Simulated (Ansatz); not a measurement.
# Phonons of Os (P6_3/mmc, 2 atoms in the cell) against volume, part 2 of 2

Wanted: Grüneisen parameters and pressure coefficients of the modes of Os (P6_3/mmc, 2 atoms in the cell).

Ansatz 0.2.0; DFT PBEsol, scalar-relativistic, plane waves, PAW; PAW set soft_1.

So far, highest optical mode at the zone centre (no LO-TO term) (cm⁻¹): step 4 (modes at rest) 225.

**5. A member of the series: 1.06 times the volume at rest**

The cell is set to 1.06 times the volume at rest, and shape and atoms relax at that volume.

input.yaml

```yaml
crystal:
  lattice:
    - [2.7832515717, 0.0, 0.0]
    - [-1.3916257859, 2.4103665662, 0.0]
    - [0.0, 0.0, 4.3898231594]
  atoms:
    - { symbol: Os, position: [0.3333333333, 0.6666666667, 0.25] }
    - { symbol: Os, position: [0.6666666667, 0.3333333333, 0.75] }
kpoints:
  mp_grid: { grid: [18, 18, 12] }
hamiltonian:
  xc: pbesol
  pseudopotentials: { kind: paw, azcp: { folder: soft_1 }, xc_functional: pbe }
scf:
  occupations: { method: methfessel_paxton, width: 0.2 }
output:
  forces: true
  stress: true
  eigenvalues: true
relax:
  adjacent_minimum: "off"
  f_tol: 0.001
  max_steps: 60
  cell: { stress_tol: 0.01, fix: [volume] }
```

Run with:

```
$ ansatz run input.yaml --threads 4 --pin off --max-ram 10240MiB --backend cpu --events-out ev --progress --plain --runs-dir out
```

Numbers of over 12 decimals in the logs are rounded to 6 here.

Log:

```text
[...]
Crystal: 2 atoms, lattice volume = 29.450 Å³
Basis set: ecut = 420 eV, 579 PW (Γ), exchange–correlation on 40×40×60 points (8 copies of the dense FFT grid, shifted against one another)
Bands: 20, of which v1, the nominal top of the filled ones, is band 16 counted from 1 (15 counted from 0)
Symmetry: 24 space group operations
[...]
k-points: 259 of 3888
[...]
k-point 258: bands = [... 12 lower, 21.0305, 21.0305, 23.0212, 23.0212, 25.7788, 25.7788, 32.1333, 32.1333]
--- Relaxed structure (3 steps of the walk, 2 accepted, 1 SCFs on fresh bases) ---
[...]
cell:  # Å, volume = 29.4498 Å³
    - [2.784242, 2.8877858032071e-11, 0]
    - [-1.392121, 2.411225, 0]
    - [0, 0, 4.386699]
  atoms:
    - { symbol: Os, position: [0.333333, 0.666667, 0.250000] }
    - { symbol: Os, position: [0.666667, 0.333333, 0.75] }
[key lines of the parts left out:]
SCF converged after 4 iterations
Free energy (F): -22504.535980 eV
Fermi energy:    24.277074 eV
P = ⅓ Tr σ = -21.9059 GPa (-219.059 kbar)
```

Run time: 2.8 s. Hardware: 4 threads of AMD EPYC 9B45 (Zen 5), shared host; peak memory 0.49 GiB; 9.7 s of CPU time.

Little changed from the start: no atom moved by 0.005 Å and no cell edge by 0.1 %.

This step gave:

```yaml
pressure: -21.91 GPa
volume_per_atom: 14.72 Å³
```

The forces vanish by symmetry, at a pressure of -21.91 GPa.

**6. Modes of this member: 1.06 times the volume at rest**

The zone-centre modes follow for 1.06 times the volume at rest.

input.yaml, the sections that differ from step 5:

```yaml
crystal:
  lattice:
    - [2.7842424431, 0.0, 0.0]
    - [-1.3921212216, 2.411224686, 0.0]
    - [0.0, 0.0, 4.386699167]
  atoms:
    - { symbol: Os, position: [0.3333333333, 0.6666666667, 0.25] }
    - { symbol: Os, position: [0.6666666667, 0.3333333333, 0.75] }
output:
  eigenvalues: true
phonons:
  method: dfpt
# kpoints, hamiltonian, scf: as in step 5
# relax: removed
```

Log:

```text
[...]
Crystal: 2 atoms, lattice volume = 29.450 Å³
Basis set: ecut = 420 eV, 579 PW (Γ), exchange–correlation on 40×40×60 points (8 copies of the dense FFT grid, shifted against one another)
Bands: 20, of which v1, the nominal top of the filled ones, is band 16 counted from 1 (15 counted from 0)
Symmetry: 24 space group operations
k-points: 637 of 3888 (irreducible under 4 space group operations, time reversal used)
[...]
SCF iter   1: F=—  HF=-22504.923381 eV  |F-HF|=—  |Δ(HF+E_count)|=         —  Δρ=6.26e-2  dr2=1.04e0  ethr=3.10e-3  ⟨swp⟩=5.0  Hψ=114445  notcnv=0  defer=41
[...]
SCF iter   8: F=-22504.535980 eV  HF=-22504.535980 eV  |F-HF|=7.28e-12  |Δ(HF+E_count)|=  5.17e-10  S|Δr|=    0.00e0  Δρ=1.13e-7  dr2=2.10e-12  ethr=1.00e-12  ⟨swp⟩=8.9  Hψ=85603  notcnv=0
SCF 1 converged in 8 iterations: F = -22504.535980 eV  dr2 = 2.10e-12
[...]
SCF converged after 8 iterations
[...]
Free energy (F): -22504.535980 eV
[...]
Internal energy: -22504.535847 eV  (E = F + TS)
E sigma→0 (E₀):  -22504.535947 eV
Entropy (-TS):   -0.000132 eV (-0.066 meV/atom)
Fermi energy:    24.277074 eV
[...]
--- Band table (eV; the first three rows and the last of 637) ---
  k-point 0: bands = [... 12 lower, 21.6992, 22.2186, 22.2186, 22.7999, 22.7999, 24.2940, 25.8510, 25.8510, ... 4 higher]
  k-point 1: bands = [... 12 lower, 21.6508, 22.1636, 22.1636, 22.9299, 22.9299, 24.0053, 25.8625, 25.8625, ... 4 higher]
  k-point 2: bands = [... 12 lower, 21.5148, 22.0151, 22.0151, 23.2588, 23.2588, 23.2937, 25.8757, 25.8757, ... 4 higher]
  k-point 636: bands = [... 12 lower, 21.0477, 21.0477, 22.7629, 22.7629, 26.3740, 26.3740, 28.7813, 28.7813, ... 4 higher]
[...]
ASR residual: 2.440e-5 → 0.000e0 eV/Å²; symmetrization residual: 7.944e-10 eV/Å²
  ASR residual per site (eV/Å²): 2.44e-5 2.44e-5
  Γ frequencies (cm⁻¹): 0.00 0.00 0.00 152.95 152.95 191.39
[...]
```

Wall time 9.3 s (4 threads); peak memory 1.4 GiB.

Numbers from this step:

| Property | Result |
| --- | --- |
| sum-rule residual before enforcement | 2.44e-5 eV/Å² |
| highest optical mode at the zone centre (no LO-TO term) | 191.4 cm⁻¹ |
| lowest optical zone-centre mode | 152.9 cm⁻¹ |

Patterns of degenerate modes are one choice out of their space. Modes at Γ:

```tsv
mode	frequency (cm⁻¹)	symmetry
1	0.0	acoustic
2	0.0	acoustic
3	0.0	acoustic
4	152.9	E2g
5	152.9	E2g
6	191.4	B1g
```

Displacements in mode 4 (152.9 cm⁻¹), the largest set to 1:
```
Os1  1.00  0.00  0.00
Os2 -1.00  0.00  0.00
```

Displacements in mode 6 (191.4 cm⁻¹), the largest set to 1:
```
Os1  0.00  0.00  1.00
Os2  0.00  0.00 -1.00
```

The lowest optical mode is real, 153 cm⁻¹, and the highest lies at 191.4 cm⁻¹.

Between step 4 and this run (volume ratio 1.06) the value for the highest optical mode at the zone centre (no LO-TO term) moves from 225 cm⁻¹ to 191 cm⁻¹ (-15 %).

**7. A member of the series: 0.9 times the volume at rest**

The cell is set to 0.9 times the volume at rest, and shape and atoms relax at that volume.

input.yaml, the sections that differ from step 6:

```yaml
crystal:
  lattice:
    - [2.6305765866, 0.0, 0.0]
    - [-1.3152882933, 2.2781461506, 0.0]
    - [0.0, 0.0, 4.1724072832]
  atoms:
    - { symbol: Os, position: [0.3333333333, 0.6666666667, 0.25] }
    - { symbol: Os, position: [0.6666666667, 0.3333333333, 0.75] }
output:
  forces: true
  stress: true
  eigenvalues: true
relax:
  adjacent_minimum: "off"
  f_tol: 0.001
  max_steps: 60
  cell: { stress_tol: 0.01, fix: [volume] }
# kpoints, hamiltonian, scf: as in step 6
# phonons: removed
```

Log:

```text
[...]
Crystal: 2 atoms, lattice volume = 25.005 Å³
Basis set: ecut = 420 eV, 511 PW (Γ), exchange–correlation on 36×36×60 points (8 copies of the dense FFT grid, shifted against one another)
Bands: 20, of which v1, the nominal top of the filled ones, is band 16 counted from 1 (15 counted from 0)
Symmetry: 24 space group operations
[...]
k-points: 259 of 3888
[...]
k-point 258: bands = [... 12 lower, 25.6285, 25.6285, 27.8521, 27.8521, 31.4603, 31.4603, 39.0460, 39.0460]
--- Relaxed structure (3 steps of the walk, 2 accepted, 1 SCFs on fresh bases) ---
[...]
cell:  # Å, volume = 25.0046 Å³
    - [2.629843, 0.0, 0.0]
    - [-1.314922, 2.277511, 0.0]
    - [0.0, 0.0, 4.174734]
  atoms:
    - { symbol: Os, position: [0.333333, 0.666667, 0.25] }
    - { symbol: Os, position: [0.666667, 0.333333, 0.750000] }
[key lines of the parts left out:]
SCF converged after 4 iterations
Free energy (F): -22504.198359 eV
Fermi energy:    29.510107 eV
P = ⅓ Tr σ = 58.3891 GPa (583.891 kbar)
```

It took 2.5 s on 4 threads; peak memory 0.48 GiB; 8.8 s of CPU time.

Little changed from the start: no atom moved by 0.005 Å and no cell edge by 0.1 %.

Numbers from this step:

| Property | Result |
| --- | --- |
| pressure | 58.39 GPa |
| volume per atom | 12.50 Å³ |

The forces vanish by symmetry, at a pressure of 58.39 GPa.

**8. Zone-centre modes of the member: 0.9 times the volume at rest**

The zone-centre modes follow for 0.9 times the volume at rest.

input.yaml, the sections that differ from step 7:

```yaml
crystal:
  lattice:
    - [2.629843427, 0.0, 0.0]
    - [-1.3149217135, 2.2775112157, 0.0]
    - [0.0, 0.0, 4.1747340125]
  atoms:
    - { symbol: Os, position: [0.3333333333, 0.6666666667, 0.25] }
    - { symbol: Os, position: [0.6666666667, 0.3333333333, 0.75] }
output:
  eigenvalues: true
phonons:
  method: dfpt
# kpoints, hamiltonian, scf: as in step 7
# relax: removed
```

Log:

```text
[...]
Crystal: 2 atoms, lattice volume = 25.005 Å³
Basis set: ecut = 420 eV, 511 PW (Γ), exchange–correlation on 36×36×60 points (8 copies of the dense FFT grid, shifted against one another)
Bands: 20, of which v1, the nominal top of the filled ones, is band 16 counted from 1 (15 counted from 0)
Symmetry: 24 space group operations
k-points: 637 of 3888 (irreducible under 4 space group operations, time reversal used)
[...]
k-point 2: bands = [... 12 lower, 25.9135, 26.6389, 26.6389, 28.2822, 28.2822, 28.4543, 31.5617, 31.5617, ... 4 higher]
  k-point 636: bands = [... 12 lower, 25.6002, 25.6002, 27.5512, 27.5512, 32.2607, 32.2607, 35.2220, 35.2220, ... 4 higher]
[...]
ASR residual: 6.700e-5 → 0.000e0 eV/Å²; symmetrization residual: 1.144e-12 eV/Å²
  ASR residual per site (eV/Å²): 6.70e-5 6.70e-5
  Γ frequencies (cm⁻¹): 0.00 0.00 0.00 191.81 191.81 288.81
[...]
[key lines of the parts left out:]
SCF converged after 8 iterations
Free energy (F): -22504.198359 eV
Fermi energy:    29.510107 eV
```

The job ended after 8.2 s (4 threads; peak memory 1.3 GiB).

Numbers from this step:

```
sum-rule residual before enforcement                    : 6.70e-5 eV/Å²
highest optical mode at the zone centre (no LO-TO term) : 288.8 cm⁻¹
lowest optical zone-centre mode                         : 191.8 cm⁻¹
```

Patterns of degenerate modes are one choice out of their space. Modes at Γ:

```tsv
mode	frequency (cm⁻¹)	symmetry
1	0.0	acoustic
2	0.0	acoustic
3	0.0	acoustic
4	191.8	E2g
5	191.8	E2g
6	288.8	B1g
```

The lowest optical mode is real, 192 cm⁻¹, and the highest lies at 288.8 cm⁻¹.

Between step 4 and this run (volume ratio 0.9) the value for the highest optical mode at the zone centre (no LO-TO term) moves from 225 cm⁻¹ to 289 cm⁻¹ (+28 %).

**9. The series together**

The members are set side by side, also those not shown above.

Each row is one cell with its response, relaxed at fixed volume as far as symmetry leaves anything free; energies are extrapolated to zero smearing, and E0 is that at rest; shape and atoms are relaxed in each cell where symmetry leaves them free; all runs use 18×18×12 k points and Methfessel-Paxton smearing of 0.2 eV. State of the crystal along the series:

```tsv
volume ratio	V (Å³/atom)	pressure (GPa)	E - E0 (meV/atom)	first cell vector (Å)	third cell vector (Å)
0.9	12.5	58.39	229.1	2.63	4.175
0.92	12.78	43.9	140.6	2.65	4.203
0.94	13.06	30.97	75.92	2.67	4.231
0.96	13.34	19.44	32.41	2.689	4.258
0.98	13.61	9.164	7.78	2.709	4.285
0.99	13.75	4.45	1.905	2.718	4.298
1	13.89	-3.14e-4	0	2.728	4.311
1.02	14.17	-8.166	7.229	2.747	4.337
1.04	14.45	-15.44	27.83	2.766	4.362
1.06	14.72	-21.91	60.33	2.784	4.387
```

Each mode is tracked from rest by its pattern, and modes that stay within 0.3 cm⁻¹ of each other stand once; shape and atoms are relaxed in each cell where symmetry leaves them free; all runs use 18×18×12 k points and Methfessel-Paxton smearing of 0.2 eV. Optical modes along the series:

```tsv
V (Å³/atom)	mode 4 E2g (cm⁻¹)	mode 6 B1g (cm⁻¹)
12.5	191.8	288.8
12.78	186.4	275.2
13.06	181.2	262.1
13.34	176.1	249.5
13.61	171.1	237.2
13.75	168.7	231.2
13.89	166.3	225.2
14.17	161.7	213.7
14.45	157.2	202.4
14.72	152.9	191.4
```

From cubic fits (parabolas where under five rows exist) of ln ω and P against ln V through the rows within about 4 % of rest: γ = −d ln ω / d ln V and dω/dP = γ ω / B. Slopes at rest:

```tsv
mode	fitted frequency at rest (cm⁻¹)	Grüneisen parameter γ	dω/dP (cm⁻¹/GPa)
mode 4 E2g	166.3	1.42	0.54
mode 6 B1g	225.3	2.61	1.36
```

**10. Results**

| Property | Result |
| --- | --- |
| members | 10 |
| highest optical mode at the zone centre (no LO-TO term), at rest | 225.2 cm⁻¹ |
| bulk modulus at rest | 433 GPa |
| mode 4 E2g, γ | 1.42 |
| mode 6 B1g, γ | 2.61 |

What this shows: The series spans -21.9 to 58.4 GPa, and the slope at rest gives a bulk modulus of 433 GPa. Among the modes in the table of slopes γ runs from 1.42 (mode 4 E2g) to 2.61 (mode 6 B1g). One k mesh and one cutoff serve the ground states and modes of all volumes. These are harmonic frequencies at zero temperature: anharmonic shifts, linewidths and thermal expansion are left out. Spin-orbit coupling is left out, which can matter for the heavy elements here. With no gap, or one that is small against the smearing, the frequencies hang on the k mesh and the smearing, most of all near Kohn anomalies. The PAW files were made for PBE; the program adapts parts of them to the functional of the run, but their partial waves stay those of PBE, an approximation that was not tested in this session. Only the zone centre was solved, so an instability at another wavevector cannot show here.

[Logs are printed without paths, hosts, clocks, repeated set-up lines and the standing remarks that a program may print on its own settings, such as how far it seeks lower states.]

[Hosts, paths, dates, database ids (printed as entryN), source tags and the programs' standing remarks are cut or masked in the printed files.]
